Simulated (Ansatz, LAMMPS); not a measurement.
## Elastic response of amorphous Cd12Hg24S36 (72 atoms)

Aim: relax amorphous Cd12Hg24S36 (72 atoms), then change its volume and shape to read moduli from the stress.

Main program and level: Ansatz 0.2.0; Kohn-Sham DFT, revPBE, PAW (set soft_2), plane waves.

## (1) The starting structure

The cell holds 72 atoms: 12 Cd, 24 Hg and 36 S. Its edges and angles: a = 12.348 Å, b = 12.348 Å, c = 12.348 Å, α = 90.0°, β = 90.0°, γ = 90.0°. 72 atoms (12 Cd, 24 Hg, 36 S) placed at random at 6.45 g/cm³, melted at 2500 K for 10 ps at fixed volume with the Stillinger-Weber II-VI potential (Zhou et al., Phys. Rev. B 88, 085309 (2013)). Quenched from 2500 K to 100 K at 300 K/ps and fixed volume, held 5 ps, then minimised at fixed cell.

What the set-up can't give: The quench rate of 300 K/ps is many orders above laboratory rates, so the cell is likely richer in defects and strain than a real sample. The starting topology of bonds comes from the classical model, and needn't be the one that DFT or experiment would give. Only the Γ point is sampled. No spin–orbit coupling is included, so levels derived from the heavy atoms are approximate.

## (2) Single point at the start

A single point comes first, to see the forces before anything moves.

input.yaml

```yaml
crystal:
  lattice:
    - [12.3485, 0.0, 0.0]
    - [0.0, 12.3485, 0.0]
    - [0.0, 0.0, 12.3485]
  atoms:
    - { symbol: Cd, position: [0.22624, 0.71203, 0.82906] }
    - { symbol: Cd, position: [0.90549, 0.22097, 0.20793] }
    - { symbol: Cd, position: [0.28729, 0.58956, 0.3545] }
    - { symbol: Cd, position: [0.49384, 0.77999, 0.1867] }
    - { symbol: Cd, position: [0.14164, 0.3095, 0.43436] }
    - { symbol: Cd, position: [0.53414, 0.77701, 0.51259] }
    - { symbol: Cd, position: [0.95724, 0.56587, 0.95054] }
    - { symbol: Cd, position: [0.94018, 0.89495, 0.83408] }
    - { symbol: Cd, position: [0.63186, 0.27416, 0.99844] }
    - { symbol: Cd, position: [0.73685, 0.60307, 0.65144] }
    - { symbol: Cd, position: [0.34761, 0.28901, 0.19673] }
    - { symbol: Cd, position: [0.11249, 0.89453, 0.55002] }
    - { symbol: Hg, position: [0.70195, 0.75036, 0.04002] }
    - { symbol: Hg, position: [0.5882, 0.49804, 0.34918] }
    - { symbol: Hg, position: [0.16387, 0.06126, 0.15832] }
    - { symbol: Hg, position: [0.98868, 0.48946, 0.23388] }
    - { symbol: Hg, position: [0.87427, 0.05408, 0.50572] }
    - { symbol: Hg, position: [0.22669, 0.34327, 0.88775] }
    - { symbol: Hg, position: [0.10223, 0.0558, 0.85964] }
    - { symbol: Hg, position: [0.04604, 0.5776, 0.59848] }
    - { symbol: Hg, position: [0.52823, 0.55903, 0.89736] }
    - { symbol: Hg, position: [0.69918, 0.29352, 0.59721] }
    - { symbol: Hg, position: [0.81708, 0.69777, 0.29865] }
    - { symbol: Hg, position: [0.08222, 0.81146, 0.12227] }
    - { symbol: Hg, position: [0.58054, 0.97871, 0.9689] }
    - { symbol: Hg, position: [0.34184, 0.12523, 0.63553] }
    - { symbol: Hg, position: [0.2762, 0.56283, 0.06643] }
    - { symbol: Hg, position: [0.54297, 0.29276, 0.79881] }
    - { symbol: Hg, position: [0.40271, 0.46897, 0.64619] }
    - { symbol: Hg, position: [0.63504, 0.22737, 0.32083] }
    - { symbol: Hg, position: [0.92317, 0.30575, 0.73297] }
    - { symbol: Hg, position: [0.7135, 0.9783, 0.29451] }
    - { symbol: Hg, position: [0.41184, 0.87878, 0.73784] }
    - { symbol: Hg, position: [0.64927, 0.02006, 0.70343] }
    - { symbol: Hg, position: [0.38033, 0.01297, 0.34654] }
    - { symbol: Hg, position: [0.33652, 0.82672, 0.9885] }
    - { symbol: S, position: [0.10152, 0.43987, 0.04794] }
    - { symbol: S, position: [0.10234, 0.50597, 0.4077] }
    - { symbol: S, position: [0.27651, 0.02636, 0.97452] }
    - { symbol: S, position: [0.6128, 0.70215, 0.33623] }
    - { symbol: S, position: [0.65872, 0.79807, 0.68287] }
    - { symbol: S, position: [0.13057, 0.26382, 0.22346] }
    - { symbol: S, position: [0.37609, 0.64337, 0.52993] }
    - { symbol: S, position: [0.59795, 0.47504, 0.55936] }
    - { symbol: S, position: [0.0501, 0.74518, 0.92913] }
    - { symbol: S, position: [0.47106, 0.98072, 0.53013] }
    - { symbol: S, position: [0.2775, 0.74514, 0.21236] }
    - { symbol: S, position: [0.86037, 0.40826, 0.49364] }
    - { symbol: S, position: [0.87757, 0.66652, 0.50127] }
    - { symbol: S, position: [0.00108, 0.21307, 0.55769] }
    - { symbol: S, position: [0.15227, 0.06134, 0.66142] }
    - { symbol: S, position: [0.32842, 0.52613, 0.8461] }
    - { symbol: S, position: [0.79731, 0.9497, 0.97928] }
    - { symbol: S, position: [0.43315, 0.21273, 0.35739] }
    - { symbol: S, position: [0.41349, 0.4777, 0.21325] }
    - { symbol: S, position: [0.67439, 0.10976, 0.49434] }
    - { symbol: S, position: [0.18483, 0.72369, 0.63203] }
    - { symbol: S, position: [0.81309, 0.58323, 0.10594] }
    - { symbol: S, position: [0.18115, 0.93118, 0.34099] }
    - { symbol: S, position: [0.89933, 0.87817, 0.61986] }
    - { symbol: S, position: [0.52947, 0.98219, 0.19655] }
    - { symbol: S, position: [0.77598, 0.38753, 0.27354] }
    - { symbol: S, position: [0.32201, 0.30605, 0.53995] }
    - { symbol: S, position: [0.95899, 0.04542, 0.31694] }
    - { symbol: S, position: [0.46674, 0.09211, 0.80569] }
    - { symbol: S, position: [0.01874, 0.24224, 0.90173] }
    - { symbol: S, position: [0.45474, 0.17329, 0.06289] }
    - { symbol: S, position: [0.90697, 0.51054, 0.75282] }
    - { symbol: S, position: [0.53652, 0.77169, 0.89302] }
    - { symbol: S, position: [0.82381, 0.18082, 0.02393] }
    - { symbol: S, position: [0.88313, 0.86142, 0.18627] }
    - { symbol: S, position: [0.60796, 0.46554, 0.06742] }
kpoints:
  mp_grid: { grid: [1, 1, 1] }
hamiltonian:
  xc: revpbe
scf:
  occupations: { method: fermi_dirac, width: 0.05 }
output:
  forces: true
```

Started as:

```bash
ansatz run input.yaml --threads 8 --pin off --max-ram 15872MiB --backend cpu --events-out ev --progress --plain --runs-dir out
```

Output:

```text
Engine: ansatz 0.2.0, x86_64-unknown-linux-gnu
Pseudopotentials: kind: paw
Pseudopotential: Cd, paw, valence charge 20, recommended cutoff 420 eV (normal), Cd.paw.azcp
Pseudopotential: Hg, paw, valence charge 20, recommended cutoff 420 eV (normal), Hg.paw.azcp
Pseudopotential: S, paw, valence charge 6, recommended cutoff 420 eV (normal), S.paw.azcp
[... 5 lines on functional and potentials left out ...]
Crystal: 72 atoms, lattice volume = 1882.967 Å³
Basis set: ecut = 420 eV, 36785 PW (Γ), exchange–correlation on 180×180×180 points (8 copies of the dense FFT grid, shifted against one another)
Bands: 540, of which v1, the nominal top of the filled ones, is band 468 counted from 1 (467 counted from 0)
Symmetry: 1 space group operations
Space group: P1 (ITA 1), of the structure as read, at distance tolerance 1.2e-4 Å
k-points: 1
[... 10 lines on functional and potentials left out ...]
Initial density: superposition of atomic densities (neutral atoms: chi_scale 0, normalization atom), corrected by the library's trained network
Initial wavefunctions: pseudopotential atomic-orbital guess
Functional: x = revpbe(κ = 1.245, μ = 0.219515), c = pbe(β = 0.066725)
SCF iter   1: F=—  HF=-463453.843315 eV  |F-HF|=—  |Δ(HF+E_count)|=         —  Δρ=5.51e-3  dr2=2.02e0  ethr=1.77e-3  ⟨swp⟩=6.0  Hψ=1875  notcnv=0
preconditioner: auto → LDOS  [metal: Δε(μ)=0.069 eV  Ē_g=9.262 eV  σ=0.050 eV  W_gap=0.33  n_scr=460 (ndim 8)  ℏωp=21.8 eV  f_vac=0.099  D(μ)=23.92/eV (n_scr^D=92)  β→1.0]
SCF iter   2: F=—  HF=-463453.754562 eV  |F-HF|=—  |Δ(HF+E_count)|=   8.88e-2  Δρ=3.31e-3  dr2=4.85e-1  ethr=2.16e-4  ⟨swp⟩=2.0  Hψ=933  notcnv=0  defer=51
SCF iter   3: F=—  HF=-463453.690267 eV  |F-HF|=—  |Δ(HF+E_count)|=   6.43e-2  Δρ=1.27e-3  dr2=7.38e-2  ethr=5.18e-5  ⟨swp⟩=2.0  Hψ=941  notcnv=0  defer=51
SCF iter   4: F=—  HF=-463453.680617 eV  |F-HF|=—  |Δ(HF+E_count)|=   9.65e-3  Δρ=3.91e-4  dr2=7.84e-3  ethr=7.88e-6  ⟨swp⟩=3.0  Hψ=775  notcnv=0  defer=51
SCF iter   5: F=—  HF=-463453.680227 eV  |F-HF|=—  |Δ(HF+E_count)|=   3.90e-4  Δρ=1.79e-4  dr2=1.47e-3  ethr=8.37e-7  ⟨swp⟩=2.0  Hψ=597  notcnv=0  defer=51
SCF iter   6: F=—  HF=-463453.680071 eV  |F-HF|=—  |Δ(HF+E_count)|=   1.56e-4  Δρ=9.47e-5  dr2=4.09e-4  ethr=1.57e-7  ⟨swp⟩=2.0  Hψ=798  notcnv=0  defer=51
SCF iter   7: F=—  HF=-463453.680208 eV  |F-HF|=—  |Δ(HF+E_count)|=   1.37e-4  Δρ=5.67e-5  dr2=1.49e-4  ethr=4.37e-8  ⟨swp⟩=2.0  Hψ=597  notcnv=0  defer=51
SCF iter   8: F=—  HF=-463453.679972 eV  |F-HF|=—  |Δ(HF+E_count)|=   2.36e-4  Δρ=3.61e-5  dr2=5.95e-5  ethr=1.59e-8  ⟨swp⟩=2.0  Hψ=584  notcnv=0  defer=51
SCF iter   9: F=—  HF=-463453.686244 eV  |F-HF|=—  |Δ(HF+E_count)|=   6.27e-3  Δρ=2.08e-5  dr2=1.94e-5  ethr=6.36e-9  ⟨swp⟩=2.0  Hψ=841  notcnv=0  defer=51
SCF iter  10: F=—  HF=-463453.686241 eV  |F-HF|=—  |Δ(HF+E_count)|=   2.73e-6  Δρ=1.06e-5  dr2=5.08e-6  ethr=2.08e-9  ⟨swp⟩=2.0  Hψ=790  notcnv=0  defer=51
SCF iter  11: F=—  HF=-463453.686241 eV  |F-HF|=—  |Δ(HF+E_count)|=   6.35e-7  Δρ=5.13e-6  dr2=1.16e-6  ethr=5.43e-10  ⟨swp⟩=2.0  Hψ=790  notcnv=0  defer=51
SCF iter  12: F=—  HF=-463453.686240 eV  |F-HF|=—  |Δ(HF+E_count)|=   1.28e-7  Δρ=2.32e-6  dr2=2.22e-7  ethr=1.24e-10  ⟨swp⟩=2.0  Hψ=778  notcnv=0  defer=51
SCF iter  13: F=-463453.686240 eV  HF=-463453.686240 eV  |F-HF|=3.13e-8  |Δ(HF+E_count)|=   1.65e-8  Δρ=1.08e-6  dr2=4.48e-8  ethr=1.07e-11  ⟨swp⟩=3.0  Hψ=1483  notcnv=0
SCF 1 converged in 13 iterations: F = -463453.686240 eV  dr2 = 4.48e-8
  greatest PAW one-centre occupation: 1.000 electrons in one spin orbital (limit 2), on the Hg atom at site 18 (counted from 0), in its partial waves of l = 0
SCF converged after 13 iterations
Free energy (F): -463453.686240 eV
Harris-Foulkes:  -463453.686240 eV  (|F-HF|=3.13e-8)
Internal energy: -463453.433685 eV  (E = F + TS)
E sigma→0 (E₀):  -463453.559963 eV
Entropy (-TS):   -0.252555 eV (-3.508 meV/atom)
Fermi energy:    7.817112 eV
--- Per-component energies (eV) ---
  E_band       = -18338.849255
  E_kinetic    = 24298.870303
  E_local      = -136965.911561  (includes V_loc(G=0)·N_el)
  E_nonlocal   = 3167.288451
  E_hartree    = 60208.604517
  E_xc         = -10867.194126
  E_vxc        = -12024.167715  (∫ρ·V_xc dr)
  E_paw        = -309678.666510  (= ΣΔE_a)
  E_vpaw       = -17232.169790  (= ΣTr[D̂ρ^β])
  E_aug_tail   = 0.022952  (compensation charges beyond the density's cutoff)
  E_ewald      = -93613.487782
  E_core_change = -2.959928  (= ΣΔE_core)
  E_smearing   = -0.252555  (= −TS)
  E_closure    = 0.000000  (closes the sum)
  Σ components = -463453.686240   (vs F -463453.686240, Δ=0.00e0)
--- Forces (eV/Å), atoms counted from 1 ---
  atom   1  Cd     0.02399400    -0.13547350    -0.47189369
  atom   2  Cd     0.01172914    -0.23410800     0.02872957
  atom   3  Cd     0.11567079    -0.36214757    -0.01744817
  atom   4  Cd    -0.33302839    -0.11392829     0.15920453
  atom   5  Cd     0.09027259    -0.55362331    -0.11327997
  atom   6  Cd     0.01969852     0.26616087     0.42361611
  atom   7  Cd    -0.08118526    -0.60129094     0.05259995
  atom   8  Cd    -0.87935385    -0.14706824    -0.67037599
  atom   9  Cd     0.55085808    -0.25949555     1.27269016
  atom  10  Cd     0.46457428     0.25072693    -0.36418723
  atom  11  Cd    -0.45596068    -0.07310527    -0.58230111
  atom  12  Cd    -0.47756302     0.14390336    -0.33041753
  atom  13  Hg     0.52602904     0.05263772    -0.47764283
  atom  14  Hg    -0.22465040    -0.31369150    -0.10450779
[...]
atom  71  S      0.31993329    -0.16177729     0.26926146
  atom  72  S      0.19772325     0.43288782    -0.86800757
  max |Σ_I F_I| component: 3.91e-5 eV/Å
```

Wall time 6.7 s (8 threads of AMD EPYC 9R45, shared host); peak memory 3 GiB.

The r.m.s. force at the start is 0.39 eV/Å.

(Continued in part 2 of 4.)

[Long decimals in the printed logs are rounded to 6 places.]

[Logs are printed without paths, hosts, clocks, repeated set-up lines and the standing remarks that a program may print on its own settings, such as how far it seeks lower states.]

[Hosts, paths, dates, database ids (printed as entryN), source tags and the programs' standing remarks are cut or masked in the printed files.]
